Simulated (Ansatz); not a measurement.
# Stretching the linear Cs chain

Aim: how do moment and conductance of the linear Cs chain follow its length?

Method: DFT PBE, plane waves, PAW; relaxation of a chain's period, in the first sound run; inputs show where later runs differ, in Ansatz 0.2.0.

Report form: the programs' logs are mostly left out.

## 1. The starting structure

The cell holds 1 atom: 1 Cs. Cell: a = 12.000 Å, b = 12.000 Å, c = 4.538 Å, α = 90.0°, β = 90.0°, γ = 90.0°. Vacuum lies along a and b. The structure's axis is c.

## 2. Relaxation of atoms and period

Band widths follow the bond lengths, so the chain is relaxed first. The atoms and the third cell vector are free; the box across stays fixed as vacuum. Moments are seeded so that a magnetic state can form if it lies lower. A Fermi-Dirac smearing is set since the result may be a metal. The pressure printed is a third of the stress's trace over the whole box, vacuum included; only the stress along the axis is relaxed.

Input file input.yaml:

```yaml
crystal:
  lattice:
    - [12.0, 0.0, 0.0]
    - [0.0, 12.0, 0.0]
    - [0.0, 0.0, 4.5384]
  atoms:
    - { symbol: Cs, position: [0.5, 0.5, 0.0], spin: 0.5 }
magnetization:
  spin_polarized: true
kpoints:
  mp_grid: { grid: [1, 1, 18] }
scf:
  occupations: { method: fermi_dirac, width: 0.05 }
hamiltonian:
  xc: pbe
relax:
  cell: { fix: [a, b, alpha, beta, gamma] }
  max_steps: 60
```

Started as:

```console
$ ansatz run input.yaml --threads 4 --pin off --max-ram 16384MiB --backend cpu --events-out ev --progress --plain --runs-dir out
```

Run time: 14 s. Hardware: 4 threads of Intel Xeon Platinum 8488C (Sapphire Rapids), shared host; peak memory 0.91 GiB; 46 s of CPU time.

Relaxation path:

```csv
step,energy less that of the first step (eV),largest force component (eV/Å),pressure (GPa),volume (Å³)
1,0.0000,0.0000,0.04,653.53
2,-0.0028,0.0000,0.04,656.39
3,-0.0231,0.0000,0.01,688.25
4,-0.0276,0.0000,-0.01,708.88
5,-0.0279,0.0000,-0.01,714.94
6*,-0.0280,0.0000,-0.01,714.94
```

Relaxation steps marked * repeat the geometry before them on a plane-wave basis chosen anew for their cell, so energy and pressure can jump there.

```csv
cell as run,before,after,change
c (Å),4.538,4.965,+9.4 %
```

The relaxed structure:

```cif
data_structure
_symmetry_space_group_name_H-M 'P 1'
_symmetry_Int_Tables_number 1
_cell_length_a 12.0000
_cell_length_b 12.0000
_cell_length_c 4.9649
_cell_angle_alpha 90.000
_cell_angle_beta 90.000
_cell_angle_gamma 90.000
_cell_volume 714.94
loop_
_atom_site_label
_atom_site_type_symbol
_atom_site_fract_x
_atom_site_fract_y
_atom_site_fract_z
_atom_site_occupancy
Cs1 Cs 0.50000 0.50000 0.00000 1
```

Numbers from this step:

* energy at zero smearing: -5670.3964 eV
* cell length along the wire: 4.965 Å

The cell's length comes to 4.965 Å with no moment.

## 3. The chain at a fixed length, period over the relaxed period 0.88, k-mesh 1×1×19

This step: DFT PBE, plane waves, PAW; channels and complex bands of a perfect chain (Ansatz 0.2.0).

The period is set to 0.88 times the relaxed one: shorter bonds widen the bands.

The cell differs from the one that the last finished run ended in (c 4.965 → 4.369 Å).

input.yaml, the sections that differ from step 2:

```yaml
crystal:
  lattice:
    - [12.0, 0.0, 0.0]
    - [0.0, 12.0, 0.0]
    - [0.0, 0.0, 4.36907031]
  atoms:
    - { symbol: Cs, position: [0.5, 0.5, 0.0], spin: 0.5 }
kpoints:
  mp_grid: { grid: [1, 1, 19] }
output:
  transmission:
    e_range: [-2, 2]
    de: 0.035
    kmesh: [1, 1]
    reduced_basis: true
    leads: [[0, 0]]
  stress: true
# magnetization, scf, hamiltonian: as in step 2
# relax: removed
```

Elapsed: 1.7 min, on 4 threads; peak memory 1.3 GiB.

This step gave:

```yaml
energy_at_zero_smearing: -5670.3365 eV
channels_at_the_energy_nearest_the_fermi_level_spin_up: 1
channels_at_the_energy_nearest_the_fermi_level_spin_down: 1
conductance_of_the_lead_as_this_run_defines_it: 1.0000 G₀
band_gap: 0 eV
```

Open channels of the lead against energy, zero at the Fermi level:

```csv
energy (eV),spin up,spin down
-2.00,0,0
-1.90,0,0
-1.79,0,0
-1.69,0,0
-1.58,0,0
-1.48,0,0
-1.37,0,0
-1.23,0,0
-1.12,0,0
-1.02,0,0
-0.92,0,0
-0.81,0,0
-0.70,1,1
-0.60,1,1
-0.49,1,1
-0.39,1,1
-0.28,1,1
-0.18,1,1
-0.07,1,1
-0.01,1,1
0.07,1,1
0.17,1,1
0.28,1,1
0.38,1,1
0.48,1,1
0.59,1,1
0.69,1,1
0.80,1,1
0.91,1,1
1.01,3,3
1.11,2,2
1.22,2,2
1.36,3,3
1.47,3,3
1.57,3,3
1.68,3,3
1.78,4,4
1.89,4,4
1.99,4,4
```

At the computed energy nearest the Fermi level there are 1 spin-up and 1 spin-down channels, and the thermal average gives 1.000 G₀.

## 4. The chain at a fixed length, period over the relaxed period 0.92, k-mesh 1×1×18

The period is set to 0.92 times the relaxed one: shorter bonds widen the bands.

The cell differs from the one that the last finished run ended in (c 4.369 → 4.568 Å).

Edit input.yaml of step 3 so:

```diff
@@ -4,3 +4,3 @@
     - [0.0, 12.0, 0.0]
-    - [0.0, 0.0, 4.36907031]
+    - [0.0, 0.0, 4.567664415]
   atoms:
@@ -10,3 +10,3 @@
 kpoints:
-  mp_grid: { grid: [1, 1, 19] }
+  mp_grid: { grid: [1, 1, 18] }
 scf:
```

The job ended after 84 s (4 threads; peak memory 1.2 GiB; 4.9 min of CPU time).

At the computed energy nearest the Fermi level there are 1 spin-up and 1 spin-down channels, and the thermal average gives 1.000 G₀.

## 5. At a set period, period over the relaxed period 0.96, k-mesh 1×1×17

The period is set to 0.96 times the relaxed one: shorter bonds widen the bands.

The cell differs from the one that the last finished run ended in (c 4.568 → 4.766 Å).

Edit input.yaml of step 4 so:

```diff
@@ -4,3 +4,3 @@
     - [0.0, 12.0, 0.0]
-    - [0.0, 0.0, 4.567664415]
+    - [0.0, 0.0, 4.76625852]
   atoms:
@@ -10,3 +10,3 @@
 kpoints:
-  mp_grid: { grid: [1, 1, 18] }
+  mp_grid: { grid: [1, 1, 17] }
 scf:
```

Run time: 83 s. Hardware: 4 threads; peak memory 1.2 GiB.

At the computed energy nearest the Fermi level there are 1 spin-up and 1 spin-down channels, and the thermal average gives 1.000 G₀.

## 6. At a set period, period over the relaxed period 1, k-mesh 1×1×17

The period is set to 1.0 times the relaxed one, as the point of reference.

Edit input.yaml of step 5 so:

```diff
@@ -4,3 +4,3 @@
     - [0.0, 12.0, 0.0]
-    - [0.0, 0.0, 4.76625852]
+    - [0.0, 0.0, 4.964852625]
   atoms:
```

The job ended after 95 s (4 threads; peak memory 1.3 GiB).

Open channels of the lead against energy, zero at the Fermi level:

```csv
energy (eV),spin up,spin down
-0.600,0,0
-0.390,1,1
-0.215,1,1
-0.005,1,1
0.205,1,1
0.415,1,1
0.590,1,1
0.800,1,1
1.010,1,1
1.185,1,1
1.395,2,2
1.605,3,3
1.815,4,4
```

At the computed energy nearest the Fermi level there are 1 spin-up and 1 spin-down channels, and the thermal average gives 1.000 G₀.

## 7. At a set period, period over the relaxed period 1.04, k-mesh 1×1×16

The period is set to 1.04 times the relaxed one: longer bonds narrow the bands.

The cell differs from the one that the last finished run ended in (c 4.965 → 5.163 Å).

Edit input.yaml of step 6 so:

```diff
@@ -4,3 +4,3 @@
     - [0.0, 12.0, 0.0]
-    - [0.0, 0.0, 4.964852625]
+    - [0.0, 0.0, 5.16344673]
   atoms:
@@ -10,3 +10,3 @@
 kpoints:
-  mp_grid: { grid: [1, 1, 17] }
+  mp_grid: { grid: [1, 1, 16] }
 scf:
```

Elapsed: 1.7 min, on 4 threads; peak memory 1.3 GiB; 5.9 min of CPU time.

At the computed energy nearest the Fermi level there are 1 spin-up and 1 spin-down channels, and the thermal average gives 1.000 G₀. The change of length costs 0.005 eV a cell and leaves no moment.

## 8. At a set period, period over the relaxed period 1.08, k-mesh 1×1×15

The period is set to 1.08 times the relaxed one: longer bonds narrow the bands.

The cell differs from the one that the last finished run ended in (c 5.163 → 5.362 Å).

Edit input.yaml of step 7 so:

```diff
@@ -4,3 +4,3 @@
     - [0.0, 12.0, 0.0]
-    - [0.0, 0.0, 5.16344673]
+    - [0.0, 0.0, 5.362040835]
   atoms:
@@ -10,3 +10,3 @@
 kpoints:
-  mp_grid: { grid: [1, 1, 16] }
+  mp_grid: { grid: [1, 1, 15] }
 scf:
```

Elapsed: 1.8 min, on 4 threads; peak memory 1.2 GiB.

At the computed energy nearest the Fermi level there are 1 spin-up and 1 spin-down channels, and the thermal average gives 1.000 G₀. The change of length costs 0.016 eV a cell and leaves no moment.

## 9. At a set period, period over the relaxed period 1.13, k-mesh 1×1×15

The period is set to 1.13 times the relaxed one: longer bonds narrow the bands.

The cell differs from the one that the last finished run ended in (c 5.362 → 5.610 Å).

Edit input.yaml of step 8 so:

```diff
@@ -4,3 +4,3 @@
     - [0.0, 12.0, 0.0]
-    - [0.0, 0.0, 5.362040835]
+    - [0.0, 0.0, 5.6102834663]
   atoms:
```

Wall time 88 s (4 threads); peak memory 1.2 GiB; 5.1 min of CPU time.

At the computed energy nearest the Fermi level there are 1 spin-up and 1 spin-down channels, and the thermal average gives 1.000 G₀. The change of length costs 0.037 eV a cell and leaves no moment.

## 10. The chain at a fixed length, period over the relaxed period 1.2, k-mesh 1×1×14

The period is set to 1.2 times the relaxed one: longer bonds narrow the bands.

The cell differs from the one that the last finished run ended in (c 5.610 → 5.958 Å).

Edit input.yaml of step 9 so:

```diff
@@ -4,3 +4,3 @@
     - [0.0, 12.0, 0.0]
-    - [0.0, 0.0, 5.6102834663]
+    - [0.0, 0.0, 5.95782315]
   atoms:
@@ -10,3 +10,3 @@
 kpoints:
-  mp_grid: { grid: [1, 1, 15] }
+  mp_grid: { grid: [1, 1, 14] }
 scf:
```

Run time: 94 s. Hardware: 4 threads; peak memory 1.2 GiB.

At the computed energy nearest the Fermi level there are 1 spin-up and 1 spin-down channels, and the thermal average gives 1.000 G₀. The change of length costs 0.074 eV a cell and leaves no moment.

## 11. The chain at a fixed length, period over the relaxed period 1.3, k-mesh 1×1×13

The period is set to 1.3 times the relaxed one: longer bonds narrow the bands.

The cell differs from the one that the last finished run ended in (c 5.958 → 6.454 Å).

Edit input.yaml of step 10 so:

```diff
@@ -4,3 +4,3 @@
     - [0.0, 12.0, 0.0]
-    - [0.0, 0.0, 5.95782315]
+    - [0.0, 0.0, 6.4543084126]
   atoms:
@@ -10,3 +10,3 @@
 kpoints:
-  mp_grid: { grid: [1, 1, 14] }
+  mp_grid: { grid: [1, 1, 13] }
 scf:
```

Run time: 100 s. Hardware: 4 threads; peak memory 1.3 GiB.

At the computed energy nearest the Fermi level there are 1 spin-up and 1 spin-down channels, and the thermal average gives 1.000 G₀. The change of length costs 0.135 eV a cell and leaves no moment.

## 12. Comparing the runs

Times are for 4 threads of Intel Xeon Platinum 8488C (Sapphire Rapids), shared host. The series side by side:

```csv
no.,period over the relaxed period,conductance of the lead as this run defines it (G₀),energy at zero smearing less the lowest (eV),time,memory (GiB)
1,0.88,1.0000,0.05914,1.7 min,1.3
2,0.92,1.0000,0.02224,84 s,1.2
3,0.96,1.0000,0.005548,83 s,1.2
4,1,1.0000,0,95 s,1.3
5,1.04,1.0000,0.005152,1.7 min,1.3
6,1.08,1.0000,0.01578,1.8 min,1.2
7,1.13,1.0000,0.03674,88 s,1.2
8,1.2,1.0000,0.07355,94 s,1.2
9,1.3,1.0000,0.1346,100 s,1.3
```

## 13. The same system on other settings

This step: DFT PBE, plane waves, PAW; channels and complex bands of a perfect chain; changed: scf.convergence.dr2_threshold = 1e-06, scf.n_extra_bands = 16 (Ansatz 0.2.0).

The atoms of the run at the relaxed period are kept and the input is varied, to see whether the result depends on it.

input.yaml, the sections that differ from step 11:

```yaml
crystal:
  lattice:
    - [12.0, 0.0, 0.0]
    - [0.0, 12.0, 0.0]
    - [0.0, 0.0, 4.964852625]
  atoms:
    - { symbol: Cs, position: [0.5, 0.5, 0.0], spin: 0.5 }
kpoints:
  mp_grid: { grid: [1, 1, 17] }
scf:
  occupations: { method: fermi_dirac, width: 0.05 }
  convergence: { dr2_threshold: 1.0e-06 }
  n_extra_bands: 16
# magnetization, hamiltonian, output: as in step 11
```

Elapsed: 1.7 min, on 4 threads; peak memory 1.3 GiB.

Numbers from this step:

* energy at zero smearing: -5670.3956 eV

The open channels of the lead by energy, zero at the Fermi level:

```csv
energy (eV),spin up,spin down
-2.00,0,0
-1.90,0,0
-1.79,0,0
-1.69,0,0
-1.58,0,0
-1.48,0,0
-1.37,0,0
-1.23,0,0
-1.12,0,0
-1.02,0,0
-0.92,0,0
-0.81,0,0
-0.70,0,0
-0.60,0,0
-0.49,1,1
-0.39,1,1
-0.28,1,1
-0.18,1,1
-0.07,1,1
-0.01,1,1
0.07,1,1
0.17,1,1
0.28,1,1
0.38,1,1
0.48,1,1
0.59,1,1
0.69,1,1
0.80,1,1
0.91,1,1
1.01,1,1
1.11,1,1
1.22,3,3
1.36,2,2
1.47,2,2
1.57,3,3
1.68,3,3
1.78,4,4
1.89,4,4
1.99,2,2
```

It took 1.7 min against 95 s for the run it varies, and the conductance is 1.000 G₀ against 1.000 G₀.

The channels at the energy nearest the Fermi level, spin up, channels at the energy nearest the Fermi level, spin down and conductance of the lead as this run defines it stay within 0.2 % plus 0.001 of the run it varies.

Against step 6 (now other threshold and other band count), the conductance of the lead as this run defines it stays at 1.000 G₀ and the free energy stays within 0.05 meV an atom. The starting moments have collapsed: the run ends non-magnetic.

## 14. What came out

```
relaxed cell length              : 4.965 Å
conductance at period × 0.88     : 1.000 G₀
conductance at period × 1.0      : 1.000 G₀
conductance at period × 1.13     : 1.000 G₀
conductance at period × 1.3      : 1.000 G₀
absolute moment at period × 0.88 : 0 μB
absolute moment at period × 1.0  : 0 μB
absolute moment at period × 1.3  : 0 μB
```

In words: No moment survives at any length. Transport is coherent and elastic here: the atoms are frozen, so scattering by vibrations plays no part. Spin-orbit coupling is left out, which matters for the bands of heavy atoms. The lead's cell of one atom keeps the chain straight and evenly spaced; a zigzag or dimerised form may lie lower.

[Logs are printed without paths, hosts, clocks, repeated set-up lines and the standing remarks that a program may print on its own settings, such as how far it seeks lower states.]

[Hosts, paths, dates, database ids (printed as entryN), source tags and the programs' standing remarks are cut or masked in the printed files.]
